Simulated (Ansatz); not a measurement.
## What SnO (model cell, started as layered BN type) distorts into

Which phase does SnO (model cell, started as layered BN type) fall into along its unstable mode, and how much energy does it gain?

Calculated with Ansatz 0.2.0; DFT PBE, scalar-relativistic, plane waves, PAW.

The structure was built from a prototype and need not be the compound's stable phase.

### 1. The starting structure

Symmetry: P6_3/mmc, No. 194, hexagonal system. Conventional cell: a = 4.173 Å, b = 4.173 Å, c = 5.235 Å, α = 90.00°, β = 90.00°, γ = 120.00°. Nearest to Sn lie 5 O at 2.41 to 2.62 Å. Nearest to O lie 5 Sn at 2.41 to 2.62 Å. Farther neighbours and most contacts between anions are not listed.

Coordinates:

```cif
data_structure
_symmetry_space_group_name_H-M 'P 1'
_symmetry_Int_Tables_number 1
_cell_length_a 4.1731
_cell_length_b 4.1731
_cell_length_c 5.2351
_cell_angle_alpha 90.000
_cell_angle_beta 90.000
_cell_angle_gamma 120.000
_cell_volume 78.95
loop_
_atom_site_label
_atom_site_type_symbol
_atom_site_fract_x
_atom_site_fract_y
_atom_site_fract_z
_atom_site_occupancy
Sn1 Sn 0.33333 0.66667 0.25000 1
Sn2 Sn 0.66667 0.33333 0.75000 1
O3 O 0.66667 0.33333 0.25000 1
O4 O 0.33333 0.66667 0.75000 1
```

### 2. Response at finite wavevector

The cell comes from relaxations at this level that are not shown. Stability and thermal properties need the whole zone. Linear response on a 2×2×2 q mesh gives force constants as far as a supercell of that size would.

Input file input.yaml:

```yaml
crystal:
  lattice:
    - [4.1730563351, 0.0, 0.0]
    - [-2.0865281675, 3.6139727976, 0.0]
    - [0.0, 0.0, 5.2350607344]
  atoms:
    - { symbol: Sn, position: [0.3333333333, 0.6666666667, 0.25] }
    - { symbol: Sn, position: [0.6666666667, 0.3333333333, 0.75] }
    - { symbol: O, position: [0.6666666667, 0.3333333333, 0.25] }
    - { symbol: O, position: [0.3333333333, 0.6666666667, 0.75] }
kpoints:
  mp_grid: { grid: [10, 10, 6] }
hamiltonian:
  xc: pbe
scf:
  occupations: { method: fixed }
output:
  eigenvalues: true
phonons:
  method: dfpt
  qmesh: [2, 2, 2]
  temperatures: { t_max: 1000, t_step: 50 }
  qpath:
    path:
      - [[0.0, 0.0, 0.0], [0.5, 0.0, 0.0], [0.33333333, 0.33333333, 0.0], [0.0, 0.0, 0.0], [0.0, 0.0, 0.5], [0.5, 0.0, 0.5], [0.33333333, 0.33333333, 0.5], [0.0, 0.0, 0.5]]
      - [[0.5, 0.0, 0.5], [0.5, 0.0, 0.0]]
      - [[0.33333333, 0.33333333, 0.5], [0.33333333, 0.33333333, 0.0]]
    npoints: 10
  dielectric: false
```

Run with:

```sh
ansatz run input.yaml --threads 4 --pin off --max-ram 7168MiB --backend cpu --events-out ev --progress --plain --runs-dir out
```

Numbers of over 12 decimals in the logs are rounded to 6 here.

What it wrote:

```text
Engine: ansatz 0.2.0, aarch64-unknown-linux-gnu
Pseudopotentials: kind: paw
Pseudopotential: Sn, paw, valence charge 14, recommended cutoff 420 eV (normal), Sn.paw.azcp
Pseudopotential: O, paw, valence charge 6, recommended cutoff 420 eV (normal), O.paw.azcp
Functional definition: PBE
  parameter kappa = 0.804
  parameter beta = 0.066725
  exchange = pbe_x(kappa = kappa, mu = beta*pi^2/3)
  correlation = pbe_c(beta = beta)
Crystal: 4 atoms, lattice volume = 78.952 Å³
Basis set: ecut = 420 eV, 1535 PW (Γ), exchange–correlation on 60×60×72 points (8 copies of the dense FFT grid, shifted against one another)
Bands: 24, of which v1, the nominal top of the filled ones, is band 20 counted from 1 (19 counted from 0)
Symmetry: 24 space group operations
k-points: 56 of 600
Non-local potential: Sn, projectors of the file, l = 0: 2, l = 1: 2, l = 2: 2, l = 3: 2
Non-local potential: O, projectors of the file, l = 0: 2, l = 1: 2, l = 2: 1
PAW form: soft (Blöchl's): semilocal exchange-correlation on the pseudo side does not see the compensation charge
PAW one-centre angular grid: Sn, 590 points (default); XC on 64 Gauss nodes
PAW one-centre angular grid: O, 110 points (default); XC on 64 Gauss nodes
Initial density: superposition of atomic densities (neutral atoms: chi_scale 0, normalization atom), corrected by the library's trained network
Initial wavefunctions: pseudopotential atomic-orbital guess
Functional: x = pbe(κ = 0.804, μ = 0.219515), c = pbe(β = 0.066725)
SCF iter   1: F=—  HF=-13181.588551 eV  |F-HF|=—  |Δ(HF+E_count)|=         —  Δρ=6.34e-3  dr2=2.79e-2  ethr=1.77e-3  ⟨swp⟩=4.9  Hψ=5265  notcnv=0  defer=104
preconditioner: auto → Resta (q_TF=auto, 2.436 Å⁻¹)  ε∞=3.4  [insulator: Δε(μ)=0.643 eV  Ē_g=17.075 eV  n_scr=22 (ndim 8)  ℏωp=26.4 eV  f_vac=0.067  ε∞_Penn≈3.4]
SCF iter   2: F=—  HF=-13181.585645 eV  |F-HF|=—  |Δ(HF+E_count)|=   2.91e-3  Δρ=4.28e-3  dr2=1.13e-2  ethr=6.97e-5  ⟨swp⟩=2.0  Hψ=2351  notcnv=0  defer=107
SCF iter   3: F=—  HF=-13181.583791 eV  |F-HF|=—  |Δ(HF+E_count)|=   1.85e-3  Δρ=1.32e-3  dr2=5.90e-4  ethr=2.82e-5  ⟨swp⟩=2.0  Hψ=1766  notcnv=0  defer=109
SCF iter   4: F=—  HF=-13181.584546 eV  |F-HF|=—  |Δ(HF+E_count)|=   7.55e-4  Δρ=2.81e-4  dr2=7.42e-5  ethr=1.47e-6  ⟨swp⟩=2.8  Hψ=2437  notcnv=0  defer=109
SCF iter   5: F=—  HF=-13181.584574 eV  |F-HF|=—  |Δ(HF+E_count)|=   2.82e-5  Δρ=9.83e-5  dr2=1.28e-5  ethr=1.85e-7  ⟨swp⟩=2.1  Hψ=2448  notcnv=0  defer=3
SCF iter   6: F=—  HF=-13181.584599 eV  |F-HF|=—  |Δ(HF+E_count)|=   2.55e-5  Δρ=5.96e-5  dr2=3.14e-6  ethr=3.19e-8  ⟨swp⟩=2.1  Hψ=2385  notcnv=0  defer=12
SCF iter   7: F=—  HF=-13181.584600 eV  |F-HF|=—  |Δ(HF+E_count)|=   2.36e-7  Δρ=9.91e-6  dr2=9.69e-8  ethr=7.86e-9  ⟨swp⟩=2.1  Hψ=2367  notcnv=0
SCF iter   8: F=—  HF=-13181.584600 eV  |F-HF|=—  |Δ(HF+E_count)|=   7.30e-9  Δρ=1.23e-6  dr2=1.44e-9  ethr=2.42e-10  ⟨swp⟩=2.0  Hψ=2464  notcnv=0
SCF iter   9: F=—  HF=-13181.584600 eV  |F-HF|=—  |Δ(HF+E_count)|=   1.01e-9  Δρ=3.20e-7  dr2=9.10e-11  ethr=3.61e-12  ⟨swp⟩=2.0  Hψ=1792  notcnv=0
SCF iter  10: F=-13181.584600 eV  HF=-13181.584600 eV  |F-HF|=0.00e0  |Δ(HF+E_count)|=  2.55e-11  Δρ=3.47e-8  dr2=8.95e-13  ethr=1.00e-12  ⟨swp⟩=7.7  Hψ=7702  notcnv=0
SCF 1 converged in 10 iterations: F = -13181.584600 eV  dr2 = 8.95e-13
  greatest PAW one-centre occupation: 0.993 electrons in one spin orbital (limit 2), on the Sn atom at site 1 (counted from 0), in its partial waves of l = 2
NSCF: frozen V_eff on 56 k-points
NSCF: frozen V_eff on 124 k-points
DFPT response loops at q = (0, 0, 0) (fractional): preconditioner auto → Resta (q_TF=auto, 2.436 Å⁻¹)  ε∞=9.4 (no band partly filled); β = 1.00, the filter's whole step (`scf.mixing.beta` (0.50) is not read by the response loops at its default; to damp them type it under 1.00, their step now; it binds the ground state too); Broyden in place of MSR1
NSCF: frozen V_eff on 248 k-points
DFPT response loops at q = (0, 0, -0.5) (fractional): mixed as the last ones told, above
NSCF: frozen V_eff on 248 k-points
DFPT response loops at q = (0, -0.5, 0) (fractional): mixed as the last ones told, above
NSCF: frozen V_eff on 248 k-points
DFPT response loops at q = (0, -0.5, -0.5) (fractional): mixed as the last ones told, above
SCF converged after 10 iterations
Free energy (F): -13181.584600 eV
Harris-Foulkes:  -13181.584600 eV  (|F-HF|=0.00e0)
Internal energy: -13181.584600 eV  (E = F + TS)
E sigma→0 (E₀):  -13181.584600 eV
Fermi energy:    8.592559 eV
--- Per-component energies (eV) ---
  E_band       = -230.916895
  E_kinetic    = 715.587667
  E_local      = -2653.364134  (includes V_loc(G=0)·N_el)
  E_nonlocal   = 29.740952
  E_hartree    = 1412.143181
  E_xc         = -914.175983
  E_vxc        = -381.112966  (∫ρ·V_xc dr)
  E_paw        = -8578.495113  (= ΣΔE_a)
  E_vpaw       = -766.059423  (= ΣTr[D̂ρ^β])
  E_aug_tail   = 0.004652  (compensation charges beyond the density's cutoff)
  E_ewald      = -3193.025822
  E_smearing   = -0.000000  (= −TS)
  E_closure    = 0.000000  (closes the sum)
  Σ components = -13181.584600   (vs F -13181.584600, Δ=0.00e0)
--- Band table (eV; the first three rows and the last of 56) ---
  k-point 0: bands = [... 16 lower, 4.2660, 5.1050, 5.1050, 5.3700, 11.8312, 11.9229, 11.9229, 12.6813]
  k-point 1: bands = [... 16 lower, 4.8334, 5.0580, 5.0580, 5.6989, 11.5800, 11.8874, 11.8874, 12.5449]
  k-point 2: bands = [... 16 lower, 4.9202, 4.9202, 6.0041, 6.3729, 11.1213, 11.8634, 11.8634, 12.2442]
  k-point 55: bands = [... 16 lower, 5.4377, 5.4377, 8.5926, 8.5926, 9.2764, 9.2764, 11.2253, 11.2253]
--- Phonons (Γ-DFPT): 4 representative perturbations + reference (Σ response iterations 14) ---
  ASR residual: 3.521e-5 → 0.000e0 eV/Å²; symmetrization residual: 1.580e-6 eV/Å²
  ASR residual per site (eV/Å²): 2.46e-5 2.46e-5 3.52e-5 3.52e-5
  Γ frequencies (cm⁻¹): -287.61 -183.37 0.00 0.00 0.00 74.27 74.27 134.27 134.35 134.35 178.97 178.97
--- Phonons (arbitrary-q DFPT): 4 irreducible q on the 2×2×2 mesh ---
  q = [0.0000, 0.0000, 0.0000] (star 1, of the zone-centre solve; hermiticity 8.70e-7, symmetrization 1.83e-10): -287.61 -183.37 -0.00 -0.00 0.00 74.27 74.27 134.27 134.35 134.35 178.97 178.97
  q = [0.0000, 0.0000, -0.5000] (star 1, 4 solved perturbations in 360 linear systems a pass and spin channel, the states on 124 of 600 k-point pairs; hermiticity 9.72e-7, symmetrization 1.18e-7): 53.56 53.56 53.56 53.56 90.68 90.68 168.73 168.73 168.73 168.73 223.37 223.37
  q = [0.0000, -0.5000, 0.0000] (star 3, 6 solved perturbations on 124 of 600 k-point pairs; hermiticity 8.84e-7, symmetrization 1.77e-10): -276.74 -230.01 -211.32 -142.03 57.60 68.35 98.71 105.56 126.81 135.86 187.47 208.80
  q = [0.0000, -0.5000, -0.5000] (star 3, 6 solved perturbations on 124 of 600 k-point pairs; hermiticity 9.41e-7, symmetrization 4.70e-7): -183.71 -183.71 33.66 33.66 84.92 84.92 153.69 153.69 159.03 159.03 272.75 272.75
  sum rule: each row above includes the acoustic sum rule's correction from the zone centre's row sums; it moved no ω² by more than (0.77 cm⁻¹)²
  mesh force constants: q→R imaginary residual 2.73e-17; ASR residual 3.521e-5 → 0.000e0 eV/Å²; symmetrization residual 4.441e-15 eV/Å²
  interpolated dispersion: 93 rows × 12 modes
  density of states and harmonic sums: on the 18×18×12 q-mesh, interpolated from the force constants of a 2×2×2 supercell (no non-analytic term)
  largest difference from the sums on the solved wave vectors: F 4.86e-2 eV, S 9.05e-5 and C_V 4.09e-5 eV/K
  zero-point energy: 0.067501 eV/cell   skipped modes (ω ≤ 0): 836, of them read as no rigid motion or as one in doubt: 833 (3.355e0 modes/cell left out, lowest -287.61 cm⁻¹)   left out of the sums: 2.80e-1 of the cell's modes: C_V's classical limit lies that fraction below 3 k_B per atom; for a crystal, a wire or a layer, F and S can be off by more, and a phonons.interpolated_qmesh denser along its periods is the remedy for the sampling
```

Elapsed: 2 min, on 4 threads of Arm Neoverse V2, shared host; peak memory 0.94 GiB; 7.7 min of CPU time.

Numbers from this step:

| Quantity | Value |
| --- | --- |
| gap on the k-mesh | 0.6838 eV |
| volume per atom | 19.74 Å³ |
| sum-rule residual before enforcement | 3.52e-5 eV/Å² |
| lowest frequency on the path | -287.6 cm⁻¹ |
| point group | 6/mmm |
| highest frequency on the path or at a solved wavevector | 272.8 cm⁻¹ |
| highest optical mode at the zone centre (no LO-TO term) | 179.0 cm⁻¹ |
| lowest optical zone-centre mode | -287.6 cm⁻¹ |
| lowest mode on the q mesh (acoustic modes at Γ apart) | -287.6 cm⁻¹ |

Frequencies (cm⁻¹) solved at each irreducible wavevector; negative means imaginary. Frequencies by wavevector, by row:

```csv
q in reciprocal lattice units,star,mode 1,mode 2,mode 3,mode 4,mode 10,mode 11,mode 12
0 0 0,1,-287.6,-183.4,0,0,134.3,179,179
0 0 -0.5,1,53.6,53.6,53.6,53.6,168.7,223.4,223.4
0 -0.5 0,3,-276.7,-230,-211.3,-142,135.9,187.5,208.8
0 -0.5 -0.5,3,-183.7,-183.7,33.7,33.7,159,272.8,272.8
```

Interpolated from a 2×2×2 q mesh, rough between the solved points, without the LO-TO term. The phonon branches at the labelled points (cm⁻¹):

| point | branch 1 | branch 2 | branch 3 | branch 4 | branch 9 | branch 10 | branch 11 | branch 12 |
| --- | --- | --- | --- | --- | --- | --- | --- | --- |
| Γ | -288 | -183 | 0 | 0 | 134 | 134 | 179 | 179 |
| halfway | -285 | -194 | -141 | -28 | 121 | 121 | 151 | 198 |
| M | -277 | -230 | -211 | -142 | 127 | 136 | 188 | 209 |
| halfway | -268 | -222 | -201 | -112 | 120 | 121 | 156 | 180 |
| K | -247 | -247 | -135 | -55 | 122 | 122 | 123 | 136 |
| halfway | -283 | -198 | -142 | -78 | 117 | 124 | 160 | 186 |
| Γ | -288 | -183 | 0 | 0 | 134 | 134 | 179 | 179 |
| halfway | -179 | 29 | 29 | 55 | 147 | 160 | 178 | 178 |
| A | 54 | 54 | 54 | 54 | 169 | 169 | 223 | 223 |
| halfway | -80 | -80 | 36 | 36 | 158 | 158 | 249 | 249 |
| L | -184 | -184 | 34 | 34 | 159 | 159 | 273 | 273 |
| halfway | -155 | -155 | -22 | -22 | 156 | 156 | 262 | 262 |
| H | -90 | -90 | -37 | -37 | 153 | 153 | 254 | 254 |
| halfway | -94 | -94 | 32 | 32 | 151 | 151 | 251 | 251 |
| A | 54 | 54 | 54 | 54 | 169 | 169 | 223 | 223 |
| jump to L | -184 | -184 | 34 | 34 | 159 | 159 | 273 | 273 |
| halfway | -216 | -154 | -152 | -78 | 147 | 158 | 212 | 229 |
| M | -277 | -230 | -211 | -142 | 127 | 136 | 188 | 209 |
| jump to H | -90 | -90 | -37 | -37 | 153 | 153 | 254 | 254 |
| halfway | -146 | -146 | -104 | -25 | 135 | 135 | 148 | 148 |
| K | -247 | -247 | -135 | -55 | 122 | 122 | 123 | 136 |

Symmetry leaves 4 wavevectors to solve. The lowest mode among them, the acoustic zeros apart, lies at Γ and is imaginary, 287.6i cm⁻¹, so the energy falls along it.

### 3. The mode frozen in, largest atomic shift 0 Å

The mode followed lies at Γ with frequency 287.6i cm⁻¹, the softest among the wavevectors solved. At small amplitude the distorted cell has space group no. 164 by a symmetry search on the positions. The undistorted cell that holds it gives the zero of energy on the same k mesh.

input.yaml, the sections that differ from step 2:

```yaml
scf:
  occupations: { method: gaussian, width: 0.02 }
output:
  forces: true
  stress: true
  eigenvalues: true
# crystal, kpoints, hamiltonian: as in step 2
# phonons: removed
```

What it wrote:

```text
[...]
Crystal: 4 atoms, lattice volume = 78.952 Å³
Basis set: ecut = 420 eV, 1535 PW (Γ), exchange–correlation on 60×60×72 points (8 copies of the dense FFT grid, shifted against one another)
Bands: 24, of which v1, the nominal top of the filled ones, is band 20 counted from 1 (19 counted from 0)
Symmetry: 24 space group operations
[...]
k-points: 56 of 600
[...]
--- Band table (eV; the first three rows and the last of 56) ---
  k-point 0: bands = [... 16 lower, 4.2660, 5.1050, 5.1050, 5.3700, 11.8313, 11.9229, 11.9229, 12.6813]
  k-point 1: bands = [... 16 lower, 4.8334, 5.0580, 5.0580, 5.6989, 11.5800, 11.8874, 11.8874, 12.5449]
  k-point 2: bands = [... 16 lower, 4.9202, 4.9202, 6.0041, 6.3729, 11.1213, 11.8634, 11.8634, 12.2442]
  k-point 55: bands = [... 16 lower, 5.4377, 5.4377, 8.5926, 8.5926, 9.2764, 9.2764, 11.2253, 11.2253]
[key lines of the parts left out:]
SCF converged after 8 iterations
Free energy (F): -13181.584600 eV
Fermi energy:    8.934476 eV
P = ⅓ Tr σ = 0.0033 GPa (0.033 kbar)
```

The job ended after 1.7 s (4 threads; peak memory 0.4 GiB; 6.1 s of CPU time).

Numbers from this step:

```yaml
pressure: 0.003263 GPa
energy_from_the_undistorted_cell: 0 meV/atom
```

At this level the gap is 0.68 eV on the k-mesh of the self-consistent run, which can miss the band edges.

### 4. The mode frozen in, largest atomic shift 0.45 Å

The atoms are moved along the unstable eigenvector, the largest shift by 0.45 Å, with the cell fixed.

input.yaml, the sections that differ from step 3:

```yaml
crystal:
  lattice:
    - [4.1730563351, 0.0, 0.0]
    - [-2.0865281675, 3.6139727976, 0.0]
    - [0.0, 0.0, 5.2350607344]
  atoms:
    - { symbol: Sn, position: [0.3333333333, 0.6666666667, 0.2425074702] }
    - { symbol: Sn, position: [0.6666666667, 0.3333333333, 0.7574925298] }
    - { symbol: O, position: [0.6666666667, 0.3333333333, 0.1640411119] }
    - { symbol: O, position: [0.3333333333, 0.6666666667, 0.8359588881] }
# kpoints, hamiltonian, scf, output: as in step 3
```

What it wrote:

```text
[...]
Crystal: 4 atoms, lattice volume = 78.952 Å³
Basis set: ecut = 420 eV, 1535 PW (Γ), exchange–correlation on 60×60×72 points (8 copies of the dense FFT grid, shifted against one another)
Bands: 24, of which v1, the nominal top of the filled ones, is band 20 counted from 1 (19 counted from 0)
Symmetry: 12 space group operations
[...]
k-points: 72 of 600
[...]
--- Band table (eV; the first three rows and the last of 72) ---
  k-point 0: bands = [... 16 lower, 3.9683, 5.2937, 5.2937, 7.1766, 11.7894, 11.8493, 11.8493, 12.7843]
  k-point 1: bands = [... 16 lower, 4.0055, 5.2749, 5.2749, 7.2998, 11.5872, 11.7047, 11.7048, 12.7849]
  k-point 2: bands = [... 16 lower, 4.7723, 5.2313, 5.2313, 7.3439, 11.3273, 11.4638, 11.4638, 12.7429]
  k-point 71: bands = [... 16 lower, 5.2209, 5.3557, 7.2653, 7.5602, 9.8281, 10.2793, 11.1225, 12.0287]
[key lines of the parts left out:]
SCF converged after 7 iterations
Free energy (F): -13182.232504 eV
Fermi energy:    8.097518 eV
P = ⅓ Tr σ = 1.2391 GPa (12.391 kbar)
```

Wall time 2 s (4 threads); peak memory 0.42 GiB.

Numbers from this step:

```yaml
pressure: 1.239 GPa
gap_on_the_k_mesh: 0.5898 eV
energy_from_the_undistorted_cell: -162.0 meV/atom
```

The energy, extrapolated to zero smearing, is -161.98 meV/atom against the undistorted cell.

The run ends at a pressure of 1.24 GPa, with forces up to 0.43 eV/Å.

### 5. Energy along the mode, all amplitudes (two of the runs are shown above)

An imaginary frequency means negative curvature, so the energy should fall and then rise again as anharmonic terms take over.

This step gave:

| Quantity | Value |
| --- | --- |
| depth at the lowest point sampled | 162.0 meV/atom |
| largest atomic shift at that point | 0.45 Å |

Table of energy from the parent by largest atomic shift:

```csv
largest atomic shift (Å),energy from the parent (meV/atom)
0.000,0
0.040,-2.06
0.080,-8.25
0.140,-24.8
0.220,-58.1
0.320,-109
0.450,-162
0.600,-123
```

Displacement at unit largest shift by atom:

```csv
atom,x (Å),y (Å),z (Å),size
Sn1,0.00,0.00,-0.09,0.09
Sn2,0.00,0.00,0.09,0.09
O3,0.00,0.00,-1.00,1.00
O4,0.00,0.00,1.00,1.00
```

The lowest of the steps tried is at 0.45 Å, 162 meV/atom below the parent; the bottom of the well need not coincide with a step.

[end of part 1 of 3]

[Logs are printed without paths, hosts, clocks, repeated set-up lines and the standing remarks that a program may print on its own settings, such as how far it seeks lower states.]

[Hosts, paths, dates, database ids (printed as entryN), source tags and the programs' standing remarks are cut or masked in the printed files.]
